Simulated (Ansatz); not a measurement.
# Compressing and expanding random rock-salt alloy of NbC and TiC (64 atoms), part 2 of 2

How stiff is random rock-salt alloy of NbC and TiC (64 atoms)?

Ansatz 0.2.0; Kohn-Sham DFT, revPBE, PAW (set soft_1), plane waves.

So far. Step 2 (Single point at the start): The r.m.s. force at the start is 0.31 eV/Å. Step 3 (Cell and atoms relaxed): The relaxation converged after 22 steps, with a largest force component of 0.0062 eV/Å.

## Step 4: Single point at the relaxed geometry

One more single point at the end of the walk gives the fuller output and checks the residual forces.

input.yaml reads:

```yaml
crystal:
  lattice:
    - [8.97438, 0.0048, -0.00026]
    - [0.0048, 8.97003, 0.00075]
    - [-0.00026, 0.00075, 8.96945]
  atoms:
    - { symbol: Nb, position: [0.00517, 0.00274, 0.9992] }
    - { symbol: C, position: [0.25028, 0.99946, 0.99961] }
    - { symbol: Nb, position: [0.00021, 0.24965, 0.24505] }
    - { symbol: C, position: [0.25085, 0.2501, 0.25001] }
    - { symbol: Nb, position: [0.25162, 0.99944, 0.24528] }
    - { symbol: C, position: [0.00063, 0.99906, 0.25027] }
    [... 52 atom lines left out ...]
    - { symbol: Ti, position: [0.50049, 0.75051, 0.749] }
    - { symbol: C, position: [0.74978, 0.74754, 0.75045] }
    - { symbol: Ti, position: [0.75044, 0.50225, 0.74875] }
    - { symbol: C, position: [0.50317, 0.50344, 0.75067] }
    - { symbol: Nb, position: [0.74969, 0.75493, 0.50185] }
    - { symbol: C, position: [0.50027, 0.7504, 0.50038] }
kpoints:
  mp_grid: { grid: [2, 2, 2] }
hamiltonian:
  xc: revpbe
  pseudopotentials: { kind: paw, azcp: { folder: soft_1 } }
scf:
  occupations: { method: fermi_dirac, width: 0.025 }
output:
  forces: true
  stress: true
  populations: true
  dos:
    method: { smearing: { sigma: 0.1 } }
    de: 0.1
    projected: { site_lists: { C: [C], Nb: [Nb], Ti: [Ti] } }
  eigenvalues: true
  write_density: true
  write_potential: true
  volumetric_format: npy
```

Command:

```bash
> ansatz run input.yaml --threads 8 --pin off --max-ram 15872MiB --backend cpu --events-out ev --progress --plain --runs-dir out
```

Numbers of over 12 decimals in the logs are rounded to 6 here.

What it wrote:

```text
[...]
Crystal: 64 atoms, lattice volume = 722.045 Å³
Basis set: ecut = 420 eV, 14011 PW (Γ), exchange–correlation on 120×120×120 points (8 copies of the dense FFT grid, shifted against one another)
Bands: 334, of which v1, the nominal top of the filled ones, is band 270 counted from 1 (269 counted from 0)
Symmetry: 1 space group operations
[...]
k-points: 8
[...]
SCF iter   1: F=—  HF=-145778.700401 eV  |F-HF|=—  |Δ(HF+E_count)|=         —  Δρ=1.61e-1  dr2=3.03e2  ethr=3.10e-3  ⟨swp⟩=4.4  Hψ=8064  notcnv=0  defer=171
[...]
SCF iter  10: F=-145708.444132 eV  HF=-145708.444132 eV  |F-HF|=1.20e-8  |Δ(HF+E_count)|=   1.49e-7  Δρ=1.25e-6  dr2=1.87e-8  ethr=1.85e-11  ⟨swp⟩=15.0  Hψ=18317  notcnv=0
SCF 1 converged in 10 iterations: F = -145708.444132 eV  dr2 = 1.87e-8
[...]
SCF converged after 10 iterations
Free energy (F): -145708.444132 eV
[...]
Internal energy: -145708.392448 eV  (E = F + TS)
E sigma→0 (E₀):  -145708.418290 eV
Entropy (-TS):   -0.051683 eV (-0.808 meV/atom)
Fermi energy:    17.824646 eV
[...]
--- Forces (eV/Å), atoms counted from 1 ---
  atom   1  Nb     0.00031784     0.00157772    -0.00041794
  atom   2  C      0.00031539    -0.00036169    -0.00066680
  atom   3  Nb    -0.00228794    -0.00051600    -0.00102555
  atom   4  C     -0.00025466    -0.00127642     0.00026170
  atom   5  Nb     0.00165280     0.00125663    -0.00185154
  atom   6  C     -0.00052758     0.00000624     0.00060695
  atom   7  Nb    -0.00024735    -0.00346515    -0.00104388
  atom   8  C     -0.00088262     0.00183769    -0.00015220
  atom   9  Nb    -0.00082677     0.00285133    -0.00072540
  atom  10  C     -0.00034766     0.00161371    -0.00082225
  atom  11  Nb     0.00013801    -0.00078290     0.00015919
  atom  12  C     -0.00004529     0.00023150    -0.00000204
  atom  13  Nb     0.00131720     0.00010604    -0.00082977
  atom  14  C     -0.00060749    -0.00015896    -0.00118046
[...]
atom  63  Nb    -0.00099455    -0.00157316     0.00296212
  atom  64  C      0.00056722     0.00035643     0.00008016
  max |Σ_I F_I| component: 2.17e-5 eV/Å
--- Stress (GPa, compression-positive) ---
        0.027175       0.000225       0.001941
        0.000225       0.016673       0.006104
        0.001941       0.006104       0.018796
  P = ⅓ Tr σ = 0.0209 GPa (0.209 kbar)
--- Band table (eV; the first three rows and the last of 8) ---
[...]
--- Löwdin populations: 64 sites ---
  site symbol       q [e]
     0     Nb     12.3156
     1      C      4.6077
     2     Nb     12.3060
[...]
63      C      4.7112
  spilling = 0.002980 (of n_electrons = 540.000000)
```

The job ended after 29 s (8 threads of AMD EPYC 9B14 (Zen 4), shared host; peak memory 8.1 GiB; 3.6 min of CPU time).

Read from the output:

- free energy: -145708.4441 eV
- free energy per atom: -2276.6944 eV/atom
- SCF cycles: 10
- pressure: 0.02088 GPa
- r.m.s. force component: 0.00137 eV/Å
- longest force: 0.00596 eV/Å
- Fermi energy: 17.82 eV
- levels partly filled by over 2 per cent: 16
- spilling of the projection: 0.00298

Löwdin charges by element (they lack the spilled electrons, 0.025 e an atom on average):

```tsv
element	coordination	atoms	mean charge (e)	spread	least	most
C	all	32	-0.675	0.0346	-0.744	-0.596
Nb	all	28	0.696	0.0122	0.679	0.724
Ti	all	4	0.936	0.0033	0.931	0.939
```

Density of states as counts of states in windows of 1 eV (from the Fermi level), total and the larger projections:

```tsv
from (eV)	to (eV)	total	Nb d	C p	Ti d	C s
-14	-13	0.2	0.0	0.0	0.0	0.1
-13	-12	4.5	0.1	0.1	0.0	1.8
-12	-11	23.3	6.2	0.3	0.2	12.0
-11	-10	34.3	7.7	0.4	0.7	21.6
-10	-9	1.8	0.1	0.0	0.0	1.5
-9	-8	0.0	0.0	0.0	0.0	0.0
-8	-7	0.9	0.4	0.4	0.0	0.0
-7	-6	10.4	4.2	4.4	0.2	0.3
-6	-5	28.4	10.8	13.4	0.6	0.6
-5	-4	59.2	25.2	29.2	0.9	0.9
-4	-3	67.2	29.7	31.0	3.9	0.7
-3	-2	18.5	6.6	8.9	2.3	0.2
-2	-1	11.4	4.4	6.1	0.6	0.0
-1	0	23.4	13.2	7.9	1.5	0.2
0	1	21.3	13.9	3.8	2.7	0.4
1	2	50.0	30.8	9.4	7.8	0.8
```

The stored curve holds about 283 of the 540 electrons; the rest, give or take the few that broadening carries across the Fermi level, lie in deeper levels below its range.

The levels nearest the highest filled one (over half full), pooled over k-points and spins:

```tsv
level less the highest filled one (eV)	occupation
-0.0314	1.58
-0.0302	1.56
-0.0175	1.37
-0.0164	1.35
-0.009	1.21
0	1.03
0.0048	0.938
0.0185	0.677
0.029	0.502
0.0391	0.367
0.071	0.118
0.0939	0.049
```

Valence density in the ac plane at fractional y = 0.498, with atoms of Nb and C and Ti within 0.2 Å of it. It is the smooth field of the valence electrons, not physical close to the nuclei.

Ten even steps from '_' (0.21 × 1e0 e/Å³) to '@' (9.91 × 1e0 e/Å³), each cell a mean:
```
==--..____......____..--====::______....______::==
::..__________________..::::____________________::
__________________________________________________
____________..____________________________________
..________::--::..______....______..====..______..
....____..======::____......______--@@@@==______..
....____..======..____......______--##%%--______..
__________::--::____________________::::__________
__________________________________________________
..______________________....____________________..
==--..____......______::==--..______....______..--
====..____......____..======::____........____::==
==--..____......____..--====::______....______..==
::..__________________..::::____________________..
__________________________________________________
__________......____________________....__________
..______..--==--..______....______::====::______..
....____..======::____......______--====--______..
....____..--==--..____......______::====::______..
__________..::..__________________..::::..________
__________________________________________________
..______________________....______________________
--::________..________::----..______....______..--
====..____......____..======--____........____::==
```
Columns run along a (9.0 Å), rows up along c (9.0 Å). Atoms in or near the plane, at fractional coordinates: Nb at (0.00, 0.00), C at (0.25, 0.00), Nb at (0.25, 0.26), C at (0.00, 0.25), Nb at (0.01, 0.50), C at (0.25, 0.50), Nb at (0.25, 0.74), C at (0.00, 0.75), Nb at (0.50, 0.00), C at (0.75, 0.00), Nb at (0.75, 0.25), C at (0.50, 0.25), Nb at (0.50, 0.50), C at (0.75, 0.50) and more.

Electrostatic potential energy in the ac plane at fractional y = 0.498, with atoms of Nb and C and Ti within 0.2 Å of it. With pseudopotentials it is smooth inside the atoms' cores, unlike the true potential.

Values in eV, 13 rows by 16 columns, each cell a mean:
```
-40  -9  13  -6 -16  11   4 -31 -40 -11  13  -8 -17  10   2 -34
  5  14  16  10   8  15  16   8   6  14  17  11   9  15  16   8
-16  11   4 -30 -38  -8  14  -6 -18  10   8 -17 -21  -2  14  -9
-26   9  -1 -41 -49 -16  12 -13 -28   7   5 -21 -24  -6  13 -17
  8  15  13  -1  -5   9  16  11   9  16  16   6   3  13  17  11
-32  -6  13   1  -6  13   5 -24 -29  -1  15   2  -5  13   8 -21
-52 -21   9 -21 -35   5  -6 -46 -50 -15  12 -21 -34   5   1 -41
-13   4  15   9   5  15  10  -9 -12   7  16  10   7  16  13  -5
  5  15  10 -14 -21   2  15   9   6  15  11 -11 -16   4  16   9
-35   5  -2 -44 -52 -19  10 -21 -35   4  -3 -45 -51 -18  10 -23
 -3  14   9 -16 -24   0  15   3  -4  13   7 -21 -27  -2  15   3
 -2  11  17  13  10  16  14   2  -3  10  16  12  10  16  14   1
-46 -13  12 -16 -29   7   1 -39 -47 -16  12 -16 -27   7  -1 -40
```
Columns run along a (9.0 Å; values clipped at the 3rd and 97th percentile), rows up along c (9.0 Å). Atoms in or near the plane, at fractional coordinates: Nb at (0.00, 0.00), C at (0.25, 0.00), Nb at (0.25, 0.26), C at (0.00, 0.25), Nb at (0.01, 0.50), C at (0.25, 0.50), Nb at (0.25, 0.74), C at (0.00, 0.75), Nb at (0.50, 0.00), C at (0.75, 0.00), Nb at (0.75, 0.25), C at (0.50, 0.25), Nb at (0.50, 0.50), C at (0.75, 0.50) and more.

16 levels are partly filled, by over 2 % (on the run's k-points): no clear gap opens at this level. Mean Löwdin charges: C -0.68, Nb +0.70, Ti +0.94 e. Within 0.4 eV of the Fermi level the largest share is Nb d (55 % of the projected weight).

## Step 5: Volume -3 %

The relaxed cell is scaled evenly and the atoms are relaxed again; the stress at the end gives one point of P(V).

input.yaml, the sections that differ from step 4:

```yaml
crystal:
  lattice:
    - [8.88372, 0.00475, -0.00026]
    - [0.00475, 8.87942, 0.00074]
    - [-0.00026, 0.00074, 8.87884]
  atoms:
    [... the 64 atom lines of step 4 ...]
output:
  forces: true
  eigenvalues: true
  stress: true
relax:
  f_tol: 0.05
  max_steps: 70
# kpoints, hamiltonian, scf: as in step 4
```

What it wrote:

```text
Warning: output.stress: scf.convergence.dr2_threshold = 1e-7 eV (the SCF's general default) is looser than the 6.4e-9 eV advised for a printed stress (1e-10 eV for each atom of the cell: 64). What an SCF threshold leaves in a stress goes as its square root, and in the free energy as the threshold itself, and one threshold admits the most on a small cell: [...]
[...]
Crystal: 64 atoms, lattice volume = 700.383 Å³
Basis set: ecut = 420 eV, 13613 PW (Γ), exchange–correlation on 120×120×120 points (8 copies of the dense FFT grid, shifted against one another)
Bands: 334, of which v1, the nominal top of the filled ones, is band 270 counted from 1 (269 counted from 0)
Symmetry: 1 space group operations
[...]
k-points: 8
[...]
SCF iter   1: F=—  HF=-145778.368851 eV  |F-HF|=—  |Δ(HF+E_count)|=         —  Δρ=1.64e-1  dr2=2.99e2  ethr=3.10e-3  ⟨swp⟩=4.8  Hψ=8108  notcnv=0  defer=200
[...]
SCF iter   8: F=-145707.829753 eV  HF=-145707.829755 eV  |F-HF|=1.39e-6  |Δ(HF+E_count)|=   1.96e-5  Δρ=1.49e-5  dr2=2.26e-6  ethr=1.16e-8  ⟨swp⟩=9.2  Hψ=11834  notcnv=0
SCF 1 converged in 8 iterations: F = -145707.829753 eV  dr2 = 2.26e-6
[...]
relax step   1: F+E_penalty+E_count = -145707.82975312 eV  Δ(F+E_penalty+E_count) = +0.000e0 eV  max|allowed force component| = 8.168e-2 eV/Å  Δτ_max = 0.0000 Å  (8 SCF iters, dr2 threshold 6.25e-5 eV, accepted)
[...]
SCF iter   6: F=-145707.833276 eV  HF=-145707.833276 eV  |F-HF|=8.18e-9  |Δ(HF+E_count)|=   1.28e-7  Δρ=1.27e-6  dr2=1.36e-8  ethr=1.85e-11  ⟨swp⟩=8.8  Hψ=10283  notcnv=0
SCF 2 converged in 6 iterations: F = -145707.833276 eV  dr2 = 1.36e-8
relax step   2: F+E_penalty+E_count = -145707.83327646 eV  Δ(F+E_penalty+E_count) = -3.523e-3 eV  max|allowed force component| = 2.852e-2 eV/Å  Δτ_max = 0.0043 Å  (6 SCF iters, accepted)
SCF converged after 6 iterations
Free energy (F): -145707.833276 eV
[...]
Internal energy: -145707.780080 eV  (E = F + TS)
E sigma→0 (E₀):  -145707.806678 eV
Entropy (-TS):   -0.053197 eV (-0.831 meV/atom)
Fermi energy:    18.448119 eV
[...]
--- Forces (eV/Å), atoms counted from 1 ---
  atom   1  Nb     0.00212233     0.00863297     0.00537225
  atom   2  C      0.00053142    -0.00685718    -0.00303504
  atom   3  Nb     0.00187654    -0.00919945     0.02272369
  atom   4  C     -0.00070624    -0.00160196    -0.00167837
  atom   5  Nb    -0.00762442     0.01831363    -0.00121189
  atom   6  C      0.00247501    -0.00281216    -0.00396145
  atom   7  Nb     0.00307827    -0.00471412     0.00169218
  atom   8  C     -0.00078918     0.00159162    -0.00216160
  atom   9  Nb    -0.01786710    -0.00083042    -0.00553567
  atom  10  C      0.00173152    -0.00660039     0.00504143
  atom  11  Nb     0.00764689    -0.00657316    -0.01415181
  atom  12  C     -0.00031557    -0.00185625     0.00165803
  atom  13  Nb    -0.00266972     0.00786089     0.01825569
  atom  14  C      0.00140594    -0.01036517     0.00518129
[...]
atom  63  Nb    -0.00005930     0.00783150    -0.00427937
  atom  64  C      0.00192010    -0.00364952     0.00118477
  max |Σ_I F_I| component: 1.31e-5 eV/Å
--- Stress (GPa, compression-positive) ---
        9.235385      -0.015963       0.009086
       -0.015963       9.234811      -0.000085
        0.009086      -0.000085       9.275701
  P = ⅓ Tr σ = 9.2486 GPa (92.486 kbar)
--- Band table (eV; the first three rows and the last of 8) ---
[...]
--- Relaxed structure (2 steps of the walk, 2 accepted, 0 SCFs on fresh bases) ---
  F+E_penalty+E_count = -145707.83327646 eV   max|allowed force component| = 2.852e-2 eV/Å
  atoms:
    - { symbol: Nb, position: [0.00485868, 0.00254379, 0.999186] }
    - { symbol: C, position: [0.250284, 0.999406, 0.999581] }
    - { symbol: Nb, position: [0.000108558, 0.249743, 0.245276] }
    - { symbol: C, position: [0.250783, 0.250083, 0.249990] }
[...]
- { symbol: C, position: [0.500294, 0.750389, 0.500351] }
```

Elapsed: 31 s, on 8 threads; peak memory 7.8 GiB; 3.9 min of CPU time.

The program notes that the SCF threshold is loose for the stress.

The relaxation converged after 2 steps, 0.00352 eV below its start, with a largest force component of 0.029 eV/Å.

Volume -3 %: the energy stands 0.611 eV above that of the reference, at a pressure of 9.25 GPa.

## Step 6: Volume +3 %

The relaxed cell is scaled to another volume.

input.yaml, the sections that differ from step 5:

```yaml
crystal:
  lattice:
    - [9.06324, 0.00485, -0.00026]
    - [0.00485, 9.05885, 0.00076]
    - [-0.00026, 0.00076, 9.05826]
  atoms:
    [... the 64 atom lines of step 4 ...]
# kpoints, hamiltonian, scf, output, relax: as in step 5
```

What it wrote:

```text
[...]
Crystal: 64 atoms, lattice volume = 743.706 Å³
Basis set: ecut = 420 eV, 14525 PW (Γ), exchange–correlation on 128×128×128 points (8 copies of the dense FFT grid, shifted against one another)
Bands: 334, of which v1, the nominal top of the filled ones, is band 270 counted from 1 (269 counted from 0)
Symmetry: 1 space group operations
[...]
k-points: 8
[...]
SCF iter   1: F=—  HF=-145777.890950 eV  |F-HF|=—  |Δ(HF+E_count)|=         —  Δρ=1.57e-1  dr2=3.07e2  ethr=3.10e-3  ⟨swp⟩=4.2  Hψ=8047  notcnv=0  defer=79
[...]
SCF iter   7: F=—  HF=-145707.897460 eV  |F-HF|=—  |Δ(HF+E_count)|=   1.98e-4  Δρ=1.08e-4  dr2=1.54e-4  ethr=2.30e-7  ⟨swp⟩=2.0  Hψ=2809  notcnv=0  defer=397
SCF iter   8: F=-145707.897431 eV  HF=-145707.897433 eV  |F-HF|=2.08e-6  |Δ(HF+E_count)|=   2.73e-5  Δρ=1.72e-5  dr2=3.31e-6  ethr=1.16e-8  ⟨swp⟩=8.8  Hψ=12384  notcnv=0
SCF 1 converged in 8 iterations: F = -145707.897431 eV  dr2 = 3.31e-6
[...]
relax step   1: F+E_penalty+E_count = -145707.89743103 eV  Δ(F+E_penalty+E_count) = +0.000e0 eV  max|allowed force component| = 7.795e-2 eV/Å  Δτ_max = 0.0000 Å  (8 SCF iters, dr2 threshold 6.25e-5 eV, accepted)
[...]
SCF iter   1: F=—  HF=-145707.900522 eV  |F-HF|=—  |Δ(HF+E_count)|=         —  Δρ=7.04e-4  dr2=1.04e-2  ethr=2.29e-6  ⟨swp⟩=2.0  Hψ=6823  notcnv=0  defer=364
[...]
SCF iter   5: F=—  HF=-145707.901104 eV  |F-HF|=—  |Δ(HF+E_count)|=   1.95e-3  Δρ=6.10e-6  dr2=3.81e-7  ethr=8.80e-10  ⟨swp⟩=2.0  Hψ=4442  notcnv=0  defer=364
SCF iter   6: F=-145707.901104 eV  HF=-145707.901104 eV  |F-HF|=7.13e-9  |Δ(HF+E_count)|=   2.64e-8  Δρ=1.22e-6  dr2=1.36e-8  ethr=1.85e-11  ⟨swp⟩=8.4  Hψ=10068  notcnv=0
SCF 2 converged in 6 iterations: F = -145707.901104 eV  dr2 = 1.36e-8
relax step   2: F+E_penalty+E_count = -145707.90110395 eV  Δ(F+E_penalty+E_count) = -3.673e-3 eV  max|allowed force component| = 3.335e-2 eV/Å  Δτ_max = 0.0051 Å  (6 SCF iters, accepted)
SCF converged after 6 iterations
Free energy (F): -145707.901104 eV
[...]
Internal energy: -145707.850521 eV  (E = F + TS)
E sigma→0 (E₀):  -145707.875813 eV
Entropy (-TS):   -0.050582 eV (-0.790 meV/atom)
Fermi energy:    17.234343 eV
[...]
Σ components = -145707.901104   (vs F -145707.901104, Δ=0.00e0)
--- Forces (eV/Å), atoms counted from 1 ---
  atom   1  Nb    -0.00041888    -0.00361421    -0.00360169
  atom   2  C     -0.00292307     0.00841047     0.00326848
  atom   3  Nb    -0.00186377     0.00465147    -0.02023989
  atom   4  C      0.00127146     0.00345799     0.00224679
[...]
atom  64  C     -0.00219030     0.00394444    -0.00289454
  max |Σ_I F_I| component: 6.37e-6 eV/Å
--- Stress (GPa, compression-positive) ---
       -7.838427       0.009418      -0.006959
        0.009418      -7.857757       0.013020
       -0.006959       0.013020      -7.886913
  P = ⅓ Tr σ = -7.8610 GPa (-78.610 kbar)
--- Band table (eV; the first three rows and the last of 8) ---
[...]
--- Relaxed structure (2 steps of the walk, 2 accepted, 0 SCFs on fresh bases) ---
  F+E_penalty+E_count = -145707.90110395 eV   max|allowed force component| = 3.335e-2 eV/Å
  atoms:
    - { symbol: Nb, position: [0.00553496, 0.00294821, 0.999145] }
    - { symbol: C, position: [0.250277, 0.999377, 0.999573] }
    - { symbol: Nb, position: [0.000210178, 0.249611, 0.244699] }
    - { symbol: C, position: [0.250847, 0.250064, 0.250005] }
[...]
- { symbol: C, position: [0.500268, 0.750426, 0.500471] }
```

It took 33 s on 8 threads; peak memory 8.3 GiB; 4.2 min of CPU time.

The relaxation converged after 2 steps, 0.00367 eV below its start, with a largest force component of 0.033 eV/Å.

Volume +3 %: the energy stands 0.543 eV above that of the reference, at a pressure of -7.86 GPa.

## Step 7: Volume -6 %

The relaxed cell is scaled to another volume.

Input and log are left out; they have the form of those shown for this kind of step.

Run time: 43 s. Hardware: 8 threads of AMD EPYC 9B14 (Zen 4), shared host; peak memory 7.7 GiB.

The relaxation converged after 3 steps, 0.0158 eV below its start, with a largest force component of 0.033 eV/Å.

Volume -6 %: the energy stands 2.57 eV above that of the reference, at a pressure of 20.0 GPa.

## Step 8: Volume +6 %

The relaxed cell is scaled to another volume.

Input and log are left out; they have the form of those shown for this kind of step.

Run time: 49 s. Hardware: 8 threads of AMD EPYC 9B14 (Zen 4), shared host; peak memory 8.6 GiB.

The relaxation converged after 3 steps, 0.0167 eV below its start, with a largest force component of 0.034 eV/Å.

Volume +6 %: the energy stands 2.07 eV above that of the reference, at a pressure of -14.6 GPa.

## Step 9: Volume -10 %

The relaxed cell is scaled to another volume.

Input and log are left out; they have the form of those shown for this kind of step.

The job ended after 1.7 min (8 threads of AMD EPYC 9B14 (Zen 4), shared host; peak memory 7.5 GiB).

The relaxation converged after 8 steps, 0.0573 eV below its start, with a largest force component of 0.041 eV/Å.

Volume -10 %: the energy stands 7.67 eV above that of the reference, at a pressure of 37.3 GPa.

## Step 10: Pressure against volume

Atoms are relaxed at each volume, in the scaled cell.

```tsv
volume change (%)	volume (Å³/atom)	energy change (meV/atom)	pressure (GPa)	largest move on relaxing (Å)	bonds
-10	10.154	119.87	37.29	0.03	192
-6	10.605	40.14	20.03	0.01	192
-3	10.943	9.54	9.25	0.00	192
+0	11.282	0.00	0.02	-	192
+3	11.620	8.48	-7.86	0.01	192
+6	11.959	32.34	-14.57	0.01	192
```

## Step 11: Findings

The bulk modulus, from the slope of pressure against ln V over the three points nearest the relaxed volume, is 285 GPa; a quadratic over all points gives a pressure derivative of about 4.5.

**Limits.** Strains are finite and relaxations stop at the force tolerance of the input, which can leave moduli too stiff; they are those of a static cell at zero temperature. Volumes are changed with the cell's shape held, so in an anisotropic solid the modulus lies over the one under free hydrostatic load. The program notes that the SCF threshold of the relaxations is loose for the stress. The host structure and its lattice constant were typed by rule, without a check against the phase diagram.

The DFT runs together took 9.6 min of wall time.

[Logs are printed without paths, hosts, clocks, repeated set-up lines and the standing remarks that a program may print on its own settings, such as how far it seeks lower states.]

[Hosts, paths, dates, database ids (printed as entryN), source tags and the programs' standing remarks are cut or masked in the printed files.]
